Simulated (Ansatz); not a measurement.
# CsBiSe3 (model cell, started as cubic perovskite with Bi in the octahedra): a soft mode frozen in

Wanted: the energy along a soft mode of CsBiSe3 (model cell, started as cubic perovskite with Bi in the octahedra) and the structure at the end.

Program: Ansatz 0.2.0. Level of theory: DFT PBE, scalar-relativistic, plane waves, PAW; PAW set soft_1. Results are calculated unless marked as measured.

The structure was built from a prototype and need not be the compound's stable phase.

## (1) Starting point

It takes space group Pm-3m (No. 221, cubic). The conventional cell has a = 5.646 Å, b = 5.646 Å, c = 5.646 Å, α = 90.00°, β = 90.00°, γ = 90.00°. Nearest to Cs lie 12 Se at 3.99 Å. Nearest to Bi lie 6 Se at 2.82 Å. Se has 2 Bi at 2.82 Å and 4 Cs at 3.99 Å nearest. Farther neighbours and most contacts between anions are not listed.

## (2) Phonons on a q mesh

The cell comes from relaxations at this level that are not shown. Stability and thermal properties need the whole zone. Linear response on a 2×2×2 q mesh gives force constants as far as a supercell of that size would.

input.yaml

```yaml
crystal:
  lattice:
    - [5.6457865512, 0.0, 0.0]
    - [0.0, 5.6457865512, 0.0]
    - [0.0, 0.0, 5.6457865512]
  atoms:
    - { symbol: Cs, position: [0.0, 0.0, 0.0] }
    - { symbol: Bi, position: [0.5, 0.5, 0.5] }
    - { symbol: Se, position: [0.5, 0.5, 0.0] }
    - { symbol: Se, position: [0.5, 0.0, 0.5] }
    - { symbol: Se, position: [0.0, 0.5, 0.5] }
kpoints:
  mp_grid: { grid: [6, 6, 6] }
hamiltonian:
  xc: pbe
  pseudopotentials: { kind: paw, azcp: { folder: soft_1 } }
scf:
  occupations: { method: methfessel_paxton, width: 0.2 }
output:
  eigenvalues: true
phonons:
  method: dfpt
  qmesh: [2, 2, 2]
  temperatures: { t_max: 1000, t_step: 50 }
  qpath:
    path:
      - [[0.0, 0.0, 0.0], [0.0, 0.5, 0.0], [0.5, 0.5, 0.0], [0.0, 0.0, 0.0], [0.5, 0.5, 0.5], [0.0, 0.5, 0.0]]
      - [[0.5, 0.5, 0.5], [0.5, 0.5, 0.0]]
    npoints: 10
```

Launch:

```
$ ansatz run input.yaml --threads 4 --pin off --max-ram 16384MiB --backend cpu --events-out ev --progress --plain --runs-dir out
```

Numbers of over 12 decimals in the logs are rounded to 6 here.

The program printed:

```text
Engine: ansatz 0.2.0, aarch64-unknown-linux-gnu
Pseudopotentials: kind: paw
Pseudopotential: Cs, paw, valence charge 9, recommended cutoff 420 eV (normal), soft_1/Cs.paw.azcp
Pseudopotential: Bi, paw, valence charge 15, recommended cutoff 420 eV (normal), soft_1/Bi.paw.azcp
Pseudopotential: Se, paw, valence charge 16, recommended cutoff 420 eV (normal), soft_1/Se.paw.azcp
Functional definition: PBE
  parameter kappa = 0.804
  parameter beta = 0.066725
  exchange = pbe_x(kappa = kappa, mu = beta*pi^2/3)
  correlation = pbe_c(beta = beta)
Crystal: 5 atoms, lattice volume = 179.959 Å³
Basis set: ecut = 420 eV, 3575 PW (Γ), exchange–correlation on 80×80×80 points (8 copies of the dense FFT grid, shifted against one another)
Bands: 44, of which v1, the nominal top of the filled ones, is band 36 counted from 1 (35 counted from 0)
Symmetry: 48 space group operations
k-points: 20 of 216
Non-local potential: Cs, projectors of the file, l = 0: 3, l = 1: 2, l = 2: 2, l = 3: 2
Non-local potential: Bi, projectors of the file, l = 0: 2, l = 1: 2, l = 2: 2, l = 3: 1
Non-local potential: Se, projectors of the file, l = 0: 2, l = 1: 2, l = 2: 3, l = 3: 1
PAW form: soft (Blöchl's): semilocal exchange-correlation on the pseudo side does not see the compensation charge
PAW one-centre angular grid: Cs, 194 points (default); XC on 64 Gauss nodes
PAW one-centre angular grid: Bi, 590 points (default); XC on 64 Gauss nodes
PAW one-centre angular grid: Se, 590 points (default); XC on 64 Gauss nodes
Initial density: superposition of atomic densities (chi_scale 0.1, normalization cell, long waves kept (reshape's long-wave potential 0.00 eV rms))
Initial wavefunctions: pseudopotential atomic-orbital guess
Functional: x = pbe(κ = 0.804, μ = 0.219515), c = pbe(β = 0.066725)
SCF iter   1: F=—  HF=-34480.315058 eV  |F-HF|=—  |Δ(HF+E_count)|=         —  Δρ=2.70e-2  dr2=3.21e0  ethr=3.10e-3  ⟨swp⟩=8.2  Hψ=3745  notcnv=0
preconditioner: auto → LDOS  [metal: Δε(μ)=0.108 eV  Ē_g=9.644 eV  σ=0.200 eV  W_gap=0.41  n_scr=32 (ndim 8)  ℏωp=15.2 eV  f_vac=0.041  D(μ)=5.31/eV (n_scr^D=32)  β→1.0]
SCF iter   2: F=—  HF=-34478.871614 eV  |F-HF|=—  |Δ(HF+E_count)|=    1.44e0  S|Δr|=    0.00e0  Δρ=1.10e-2  dr2=1.86e-1  ethr=3.10e-3  ⟨swp⟩=3.6  Hψ=1610  notcnv=0  defer=37
SCF iter   3: F=—  HF=-34478.840844 eV  |F-HF|=—  |Δ(HF+E_count)|=   3.08e-2  S|Δr|=    0.00e0  Δρ=1.89e-3  dr2=1.48e-2  ethr=2.59e-4  ⟨swp⟩=2.1  Hψ=1740  notcnv=0  defer=36
SCF iter   4: F=—  HF=-34478.835888 eV  |F-HF|=—  |Δ(HF+E_count)|=   4.96e-3  S|Δr|=    0.00e0  Δρ=5.91e-4  dr2=9.99e-4  ethr=2.06e-5  ⟨swp⟩=2.1  Hψ=1720  notcnv=0  defer=33
SCF iter   5: F=—  HF=-34478.835310 eV  |F-HF|=—  |Δ(HF+E_count)|=   5.78e-4  S|Δr|=    0.00e0  Δρ=1.95e-4  dr2=7.28e-5  ethr=1.39e-6  ⟨swp⟩=2.0  Hψ=1564  notcnv=0  defer=33
SCF iter   6: F=—  HF=-34478.835361 eV  |F-HF|=—  |Δ(HF+E_count)|=   5.07e-5  S|Δr|=    0.00e0  Δρ=4.93e-5  dr2=6.26e-6  ethr=1.01e-7  ⟨swp⟩=2.0  Hψ=1144  notcnv=0  defer=33
SCF iter   7: F=—  HF=-34478.835361 eV  |F-HF|=—  |Δ(HF+E_count)|=   6.45e-7  S|Δr|=    0.00e0  Δρ=1.76e-5  dr2=9.23e-7  ethr=8.69e-9  ⟨swp⟩=2.0  Hψ=1144  notcnv=0  defer=33
SCF iter   8: F=—  HF=-34478.835361 eV  |F-HF|=—  |Δ(HF+E_count)|=   6.16e-8  S|Δr|=    0.00e0  Δρ=3.61e-6  dr2=3.36e-8  ethr=1.28e-9  ⟨swp⟩=2.2  Hψ=1278  notcnv=0  defer=33
SCF iter   9: F=—  HF=-34478.835361 eV  |F-HF|=—  |Δ(HF+E_count)|=   4.44e-9  S|Δr|=    0.00e0  Δρ=4.35e-7  dr2=4.52e-10  ethr=4.67e-11  ⟨swp⟩=2.1  Hψ=1213  notcnv=0  defer=33
SCF iter  10: F=—  HF=-34478.835361 eV  |F-HF|=—  |Δ(HF+E_count)|=  4.37e-11  S|Δr|=    0.00e0  Δρ=1.22e-7  dr2=1.89e-11  ethr=1.00e-12  ⟨swp⟩=2.1  Hψ=1257  notcnv=0  defer=33
SCF iter  11: F=-34478.835361 eV  HF=-34478.835361 eV  |F-HF|=1.46e-11  |Δ(HF+E_count)|=    0.00e0  S|Δr|=    0.00e0  Δρ=2.16e-8  dr2=5.99e-13  ethr=1.00e-12  ⟨swp⟩=13.5  Hψ=4569  notcnv=0
SCF 1 converged in 11 iterations: F = -34478.835361 eV  dr2 = 5.99e-13
  greatest PAW one-centre occupation: 1.000 electrons in one spin orbital (limit 2), on the Se atom at site 3 (counted from 0), in its partial waves of l = 2
Initial density: read from a saved state, or passed on in memory by an earlier SCF of this step, an earlier step, the calling program or the single point that the run made first
iter 1 solved again at ethr=9.71e-8 eV; its pass at ethr=3.10e-3 eV (dr2=6.99e-5 eV) is discarded
SCF iter   1: F=—  HF=-34478.835369 eV  |F-HF|=—  |Δ(HF+E_count)|=         —  Δρ=4.23e-7  dr2=7.83e-10  ethr=9.71e-8  ⟨swp⟩=3.1  Hψ=6117  notcnv=0
eigensolver tolerance schedule: the retry pair's looser diagonalisation over-reported the residual by 89277.62 of it (diagonalisation noise at an unbounded share of the residual, at the tolerance the schedule requests for it); recorded, not acted on — ethr = c·dr2/N_el stays at c = 1.0e-1
preconditioner: auto → LDOS  [metal: Δε(μ)=0.056 eV  Ē_g=9.798 eV  σ=0.200 eV  W_gap=0.23  n_scr=32 (ndim 8)  ℏωp=15.2 eV  f_vac=0.068  D(μ)=6.32/eV (n_scr^D=56)  β→1.0]
SCF iter   2: F=—  HF=-34478.835361 eV  |F-HF|=—  |Δ(HF+E_count)|=   7.23e-6  S|Δr|=    0.00e0  Δρ=3.69e-7  dr2=5.33e-10  ethr=1.09e-12  ⟨swp⟩=4.0  Hψ=2235  notcnv=0
SCF iter   3: F=—  HF=-34478.835361 eV  |F-HF|=—  |Δ(HF+E_count)|=  1.02e-10  S|Δr|=    0.00e0  Δρ=1.82e-7  dr2=1.43e-10  ethr=1.00e-12  ⟨swp⟩=1.2  Hψ=887  notcnv=0
SCF iter   4: F=—  HF=-34478.835361 eV  |F-HF|=—  |Δ(HF+E_count)|=  1.46e-11  S|Δr|=    0.00e0  Δρ=1.21e-7  dr2=6.51e-11  ethr=1.00e-12  ⟨swp⟩=1.0  Hψ=880  notcnv=0
SCF iter   5: F=—  HF=-34478.835361 eV  |F-HF|=—  |Δ(HF+E_count)|=  1.46e-11  S|Δr|=    0.00e0  Δρ=9.14e-8  dr2=3.74e-11  ethr=1.00e-12  ⟨swp⟩=1.0  Hψ=880  notcnv=0
SCF iter   6: F=—  HF=-34478.835361 eV  |F-HF|=—  |Δ(HF+E_count)|=  7.28e-12  S|Δr|=    0.00e0  Δρ=5.77e-8  dr2=1.49e-11  ethr=1.00e-12  ⟨swp⟩=1.0  Hψ=880  notcnv=0
SCF iter   7: F=-34478.835361 eV  HF=-34478.835361 eV  |F-HF|=7.28e-12  |Δ(HF+E_count)|=    0.00e0  S|Δr|=    0.00e0  Δρ=1.36e-8  dr2=8.15e-13  ethr=1.00e-12  ⟨swp⟩=3.9  Hψ=2053  notcnv=0
SCF 2 converged in 7 iterations: F = -34478.835361 eV  dr2 = 8.15e-13
phonons: the bands overlap, so this run is a metal and interpolates without the dipole-dipole term. If the crystal is really an insulator or semiconductor, its LO-TO splitting is missing
NSCF: frozen V_eff on 20 k-points
NSCF: frozen V_eff on 64 k-points
DFPT response loops at q = (0, 0, 0) (fractional): preconditioner auto → Kerker (q_TF=auto, 2.342 Å⁻¹) (partly filled bands, converged f_vac=0.068); β = 1.00, the filter's whole step (`scf.mixing.beta` (0.50) is not read by the response loops under this deck's `scf.mixing.preconditioner`; to damp them name `kerker` or `kerker_dos`, under which they read `scf.mixing.beta`, and type it under 1.00, their step now; both keys bind the ground state too); Broyden in place of MSR1
NSCF: frozen V_eff on 128 k-points
DFPT response loops at q = (0, 0, -0.5) (fractional): mixed as the last ones told, above
NSCF: frozen V_eff on 128 k-points
DFPT response loops at q = (0, -0.5, -0.5) (fractional): mixed as the last ones told, above
NSCF: frozen V_eff on 128 k-points
DFPT response loops at q = (-0.5, -0.5, -0.5) (fractional): mixed as the last ones told, above
SCF converged after 11 iterations
Stability not checked: this state was not tested for a lower state beside it, because cold or Methfessel-Paxton smearing, or corrected tetrahedra, fill the levels in a way that the test cannot read (fill_not_monotonic; see scf.lower_state_search)
Free energy (F): -34478.835361 eV
Harris-Foulkes:  -34478.835361 eV  (|F-HF|=1.46e-11)
Internal energy: -34478.842832 eV  (E = F + TS)
E sigma→0 (E₀):  -34478.837229 eV
Entropy (-TS):   0.007471 eV (1.494 meV/atom)
Fermi energy:    5.032437 eV
--- Per-component energies (eV) ---
  E_band       = -1457.286348
  E_kinetic    = 725.400531
  E_local      = -11359.784104  (includes V_loc(G=0)·N_el)
  E_nonlocal   = -630.179106
  E_hartree    = 5605.610093
  E_xc         = -584.401833
  E_vxc        = -536.938790  (∫ρ·V_xc dr)
  E_paw        = -22114.291725  (= ΣΔE_a)
  E_vpaw       = -867.004175  (= ΣTr[D̂ρ^β])
  E_aug_tail   = -0.000905  (compensation charges beyond the density's cutoff)
  E_ewald      = -6121.195783
  E_smearing   = 0.007471  (= −TS)
  E_closure    = -0.000000  (closes the sum)
  Σ components = -34478.835361   (vs F -34478.835361, Δ=0.00e0)
--- Band table (eV; the first three rows and the last of 20) ---
  k-point 0: bands = [... 32 lower, 4.6057, 4.6057, 4.8014, 4.8014, 4.8014, 9.2108, 9.8159, 9.8159, ... 4 higher]
  k-point 1: bands = [... 32 lower, 4.5338, 4.5338, 4.6855, 4.7381, 4.7381, 9.5940, 10.0325, 10.1287, ... 4 higher]
  k-point 2: bands = [... 32 lower, 4.3811, 4.3811, 4.6088, 4.6332, 4.6332, 8.5966, 10.4868, 10.6302, ... 4 higher]
  k-point 19: bands = [... 32 lower, 4.3220, 5.4516, 5.4516, 5.4516, 6.0528, 6.0528, 6.0528, 6.2749, ... 4 higher]
--- Phonons (Γ-DFPT): 4 representative perturbations + reference (Σ response iterations 13) ---
  ASR residual: 4.270e-5 → 0.000e0 eV/Å²; symmetrization residual: 2.800e-5 eV/Å²
  ASR residual per site (eV/Å²): 2.14e-5 3.27e-5 4.27e-5 4.27e-5 4.27e-5
  Γ frequencies (cm⁻¹): -47.96 -47.96 -47.96 -5.51 -5.51 -5.51 0.00 0.00 0.00 49.79 49.79 49.79 70.11 70.11 70.11
--- Phonons (arbitrary-q DFPT): 4 irreducible q on the 2×2×2 mesh ---
  q = [0.0000, 0.0000, 0.0000] (star 1, of the zone-centre solve; hermiticity 4.90e-5, symmetrization 5.36e-11): -47.96 -47.96 -47.96 -5.51 -5.51 -5.51 -0.00 0.00 0.00 49.79 49.79 49.79 70.11 70.11 70.11
  q = [0.0000, 0.0000, -0.5000] (star 3, 9 solved perturbations in 504 linear systems a pass and spin channel, the states on 64 of 216 k-point pairs; hermiticity 1.38e-5, symmetrization 1.53e-11): -55.88 -53.10 -42.42 -42.42 -38.09 -38.09 25.26 25.26 42.53 43.98 43.98 74.79 74.79 88.22 141.64
  q = [0.0000, -0.5000, -0.5000] (star 3, 9 solved perturbations in 504 linear systems a pass and spin channel, the states on 64 of 216 k-point pairs; hermiticity 1.70e-5, symmetrization 6.32e-11): -58.64 -58.64 -38.91 -38.91 -36.69 6.35 18.49 38.59 44.88 44.88 68.68 87.02 87.02 132.72 145.67
  q = [-0.5000, -0.5000, -0.5000] (star 1, 4 solved perturbations in 184 linear systems a pass and spin channel, the states on 64 of 216 k-point pairs; hermiticity 6.93e-7, symmetrization 7.47e-11): -48.80 -48.80 -48.80 21.02 21.02 21.02 46.01 46.01 46.01 85.48 85.48 85.48 135.05 135.05 145.94
  sum rule: each row above includes the acoustic sum rule's correction from the zone centre's row sums; it moved no ω² by more than (0.38 cm⁻¹)²
  mesh force constants: q→R imaginary residual 3.31e-18; ASR residual 4.270e-5 → 0.000e0 eV/Å²; symmetrization residual 2.665e-15 eV/Å²
  interpolated dispersion: 62 rows × 15 modes
  density of states and harmonic sums: on the 12×12×12 q-mesh, interpolated from the force constants of a 2×2×2 supercell (no non-analytic term)
  largest difference from the sums on the solved wave vectors: F 1.37e-1 eV, S 1.53e-4 and C_V 2.39e-5 eV/K
  zero-point energy: 0.039280 eV/cell   skipped modes (ω ≤ 0): 480, of them read as no rigid motion or as one in doubt: 477 (5.813e0 modes/cell left out, lowest -58.64 cm⁻¹)   left out of the sums: 3.88e-1 of the cell's modes: C_V's classical limit lies that fraction below 3 k_B per atom; for a crystal, a wire or a layer, F and S can be off by more, and a phonons.interpolated_qmesh denser along its periods is the remedy for the sampling
```

It took 6.1 min on 4 threads of Arm Neoverse V1, shared host; peak memory 1.7 GiB; 24 min of CPU time.

In the SCF lines HF is the Harris–Foulkes energy and dr2 the Hartree energy of the density residual, in eV; the loop may stop once dr2 is under the threshold and the program's other checks hold. Hψ counts applications of the Hamiltonian.

This step gave:

```yaml
volume_per_atom: 35.99 Å³
gap_on_the_k_mesh: 0 eV
sum_rule_residual_before_enforcement: 4.27e-5 eV/Å²
lowest_frequency_on_the_path: -58.64 cm⁻¹
point_group: m-3m
highest_frequency_on_the_path_or_at_a_solved_wavevector: 145.9 cm⁻¹
highest_optical_mode_at_the_zone_centre_no_lo_to_term: 70.11 cm⁻¹
lowest_optical_zone_centre_mode: -47.96 cm⁻¹
lowest_mode_on_the_q_mesh_acoustic_modes_at_gamma_apart: -58.64 cm⁻¹
```

Frequencies (cm⁻¹) solved at each irreducible wavevector; negative means imaginary. Frequencies by wavevector, by row:

| q in reciprocal lattice units | star | mode 1 | mode 2 | mode 3 | mode 4 | mode 13 | mode 14 | mode 15 |
| --- | --- | --- | --- | --- | --- | --- | --- | --- |
| 0 0 0 | 1 | -48 | -48 | -48 | -5.5 | 70.1 | 70.1 | 70.1 |
| 0 0 -0.5 | 3 | -55.9 | -53.1 | -42.4 | -42.4 | 74.8 | 88.2 | 141.6 |
| 0 -0.5 -0.5 | 3 | -58.6 | -58.6 | -38.9 | -38.9 | 87 | 132.7 | 145.7 |
| -0.5 -0.5 -0.5 | 1 | -48.8 | -48.8 | -48.8 | 21 | 135.1 | 135.1 | 145.9 |

Interpolated from a 2×2×2 q mesh. Phonon branches along the path, in cm⁻¹:

| point | branch 1 | branch 2 | branch 3 | branch 4 | branch 12 | branch 13 | branch 14 | branch 15 |
| --- | --- | --- | --- | --- | --- | --- | --- | --- |
| Γ | -48 | -48 | -48 | -6 | 50 | 70 | 70 | 70 |
| halfway | -50 | -46 | -46 | -38 | 66 | 72 | 72 | 111 |
| X | -56 | -53 | -42 | -42 | 75 | 75 | 88 | 142 |
| halfway | -57 | -47 | -46 | -41 | 72 | 88 | 110 | 141 |
| M | -59 | -59 | -39 | -39 | 87 | 87 | 133 | 146 |
| halfway | -49 | -48 | -45 | -41 | 66 | 72 | 107 | 115 |
| Γ | -48 | -48 | -48 | -6 | 50 | 70 | 70 | 70 |
| halfway | -48 | -48 | -48 | -34 | 64 | 107 | 107 | 117 |
| R | -49 | -49 | -49 | 21 | 86 | 135 | 135 | 146 |
| halfway | -50 | -50 | -50 | -33 | 87 | 108 | 111 | 141 |
| X | -56 | -53 | -42 | -42 | 75 | 75 | 88 | 142 |
| jump to R | -49 | -49 | -49 | 21 | 86 | 135 | 135 | 146 |
| halfway | -53 | -53 | -43 | -25 | 86 | 109 | 134 | 144 |
| M | -59 | -59 | -39 | -39 | 87 | 87 | 133 | 146 |

Symmetry leaves 4 wavevectors to solve. The lowest mode among them, the acoustic zeros apart, lies at q = (0, -0.5, -0.5) and is imaginary, 58.6i cm⁻¹, so the energy falls along it.

## (3) The mode frozen in, largest atomic shift 0 Å

The mode followed lies at q = (0, 0, -0.5) with frequency 55.9i cm⁻¹, one of the unstable modes though not the softest. At small amplitude the distorted cell has space group no. 123 by a symmetry search on the positions. The undistorted cell that holds it gives the zero of energy on the same k mesh.

System of this step: CsBiSe3 (model cell, started as cubic perovskite with Bi in the octahedra). The structure is cubic, space group Pm-3m (No. 221). The conventional cell has a = 5.646 Å, b = 5.646 Å, c = 5.646 Å, α = 90.00°, β = 90.00°, γ = 90.00°. Cs has 12 Se at 3.99 Å nearest. Bi has 6 Se at 2.82 Å nearest. Nearest to Se lie 2 Bi at 2.82 Å and 4 Cs at 3.99 Å. Nearest to Se lie 2 Bi at 2.82 Å and 4 Cs at 3.99 Å. Farther neighbours and most contacts between anions are not listed.

input.yaml

```yaml
crystal:
  lattice:
    - [5.6457865512, 0.0, 0.0]
    - [0.0, 5.6457865512, 0.0]
    - [0.0, 0.0, 11.2915731025]
  atoms:
    - { symbol: Cs, position: [0.0, 0.0, 0.0] }
    - { symbol: Cs, position: [0.0, 0.0, 0.5] }
    - { symbol: Bi, position: [0.5, 0.5, 0.25] }
    - { symbol: Bi, position: [0.5, 0.5, 0.75] }
    - { symbol: Se, position: [0.5, 0.5, 0.0] }
    - { symbol: Se, position: [0.5, 0.5, 0.5] }
    - { symbol: Se, position: [0.5, 0.0, 0.25] }
    - { symbol: Se, position: [0.5, 0.0, 0.75] }
    - { symbol: Se, position: [0.0, 0.5, 0.25] }
    - { symbol: Se, position: [0.0, 0.5, 0.75] }
kpoints:
  mp_grid: { grid: [6, 6, 4] }
hamiltonian:
  xc: pbe
  pseudopotentials: { kind: paw, azcp: { folder: soft_1 } }
scf:
  occupations: { method: methfessel_paxton, width: 0.2 }
output:
  forces: true
  stress: true
  eigenvalues: true
```

The program printed:

```text
[...]
Crystal: 10 atoms, lattice volume = 359.918 Å³
Basis set: ecut = 420 eV, 7089 PW (Γ), exchange–correlation on 80×80×160 points (8 copies of the dense FFT grid, shifted against one another)
Bands: 87, of which v1, the nominal top of the filled ones, is band 72 counted from 1 (71 counted from 0)
Symmetry: 32 space group operations
[...]
k-points: 30 of 144
[...]
k-point 0: bands = [... 68 lower, 4.6053, 4.6053, 4.8005, 4.8009, 4.8009, 4.9848, 7.2355, 9.2084, ... 11 higher]
  k-point 1: bands = [... 68 lower, 4.6107, 4.6107, 4.6812, 4.7295, 4.7621, 4.7621, 8.1077, 9.4302, ... 11 higher]
  k-point 2: bands = [... 68 lower, 4.6075, 4.6075, 4.6807, 4.6807, 4.6807, 4.6807, 9.6873, 9.6873, ... 11 higher]
  k-point 29: bands = [... 68 lower, 4.8024, 4.8024, 5.4329, 5.4329, 5.6420, 5.6420, 6.5522, 6.5522, ... 11 higher]
[key lines of the parts left out:]
SCF converged after 9 iterations
Free energy (F): -68957.673478 eV
Fermi energy:    5.029500 eV
P = ⅓ Tr σ = 0.0468 GPa (0.468 kbar)
```

Run time: 15 s. Hardware: 4 threads; peak memory 1.3 GiB; 58 s of CPU time.

Numbers from this step:

```yaml
pressure: 0.04680 GPa
energy_from_the_undistorted_cell: 0 meV/atom
```

The run ends at a pressure of 0.05 GPa.

## (4) The mode frozen in, largest atomic shift 0.32 Å

The atoms are moved along the unstable eigenvector, the largest shift by 0.32 Å, with the cell fixed.

input.yaml, the sections that differ from step 3:

```yaml
crystal:
  lattice:
    - [5.6457865512, 0.0, 0.0]
    - [0.0, 5.6457865512, 0.0]
    - [0.0, 0.0, 11.2915731025]
  atoms:
    - { symbol: Cs, position: [0.0, 0.0, 0.0] }
    - { symbol: Cs, position: [0.0, 0.0, 0.5] }
    - { symbol: Bi, position: [0.5, 0.5, 0.2399005095] }
    - { symbol: Bi, position: [0.5, 0.5, 0.7600994905] }
    - { symbol: Se, position: [0.5, 0.5, 0.0] }
    - { symbol: Se, position: [0.5, 0.5, 0.5] }
    - { symbol: Se, position: [0.5, 0.0, 0.2783397182] }
    - { symbol: Se, position: [0.5, 0.0, 0.7216602818] }
    - { symbol: Se, position: [0.0, 0.5, 0.2783397182] }
    - { symbol: Se, position: [0.0, 0.5, 0.7216602818] }
# kpoints, hamiltonian, scf, output: as in step 3
```

The program printed:

```text
[...]
Crystal: 10 atoms, lattice volume = 359.918 Å³
Basis set: ecut = 420 eV, 7089 PW (Γ), exchange–correlation on 80×80×160 points (8 copies of the dense FFT grid, shifted against one another)
Bands: 87, of which v1, the nominal top of the filled ones, is band 72 counted from 1 (71 counted from 0)
Symmetry: 16 space group operations
[...]
k-points: 30 of 144
[...]
k-point 0: bands = [... 68 lower, 4.6495, 4.6495, 4.6523, 4.8953, 4.8953, 5.3479, 7.0536, 9.1136, ... 11 higher]
  k-point 1: bands = [... 68 lower, 4.6153, 4.6813, 4.6813, 4.8592, 4.8592, 5.1122, 7.9103, 9.3141, ... 11 higher]
  k-point 2: bands = [... 68 lower, 4.5697, 4.7186, 4.7186, 4.8114, 4.8114, 4.9884, 9.0043, 9.6424, ... 11 higher]
  k-point 29: bands = [... 68 lower, 4.8407, 4.8407, 5.3473, 5.4599, 5.4963, 5.9050, 6.7252, 6.7252, ... 11 higher]
[key lines of the parts left out:]
SCF converged after 10 iterations
Free energy (F): -68957.818857 eV
Fermi energy:    5.103602 eV
P = ⅓ Tr σ = -0.1258 GPa (-1.258 kbar)
```

The job ended after 16 s (4 threads; peak memory 1.3 GiB).

This step gave:

* pressure: -0.1258 GPa
* energy from the undistorted cell: -14.88 meV/atom

The energy, extrapolated to zero smearing, is -14.88 meV/atom against the undistorted cell.

The run ends at a pressure of -0.13 GPa, with forces up to 0.13 eV/Å.

(Part 1 of 3 ends here.)

[Logs are printed without paths, hosts, clocks, repeated set-up lines and the standing remarks that a program may print on its own settings, such as how far it seeks lower states.]

[Hosts, paths, dates, database ids (printed as entryN), source tags and the programs' standing remarks are cut or masked in the printed files.]
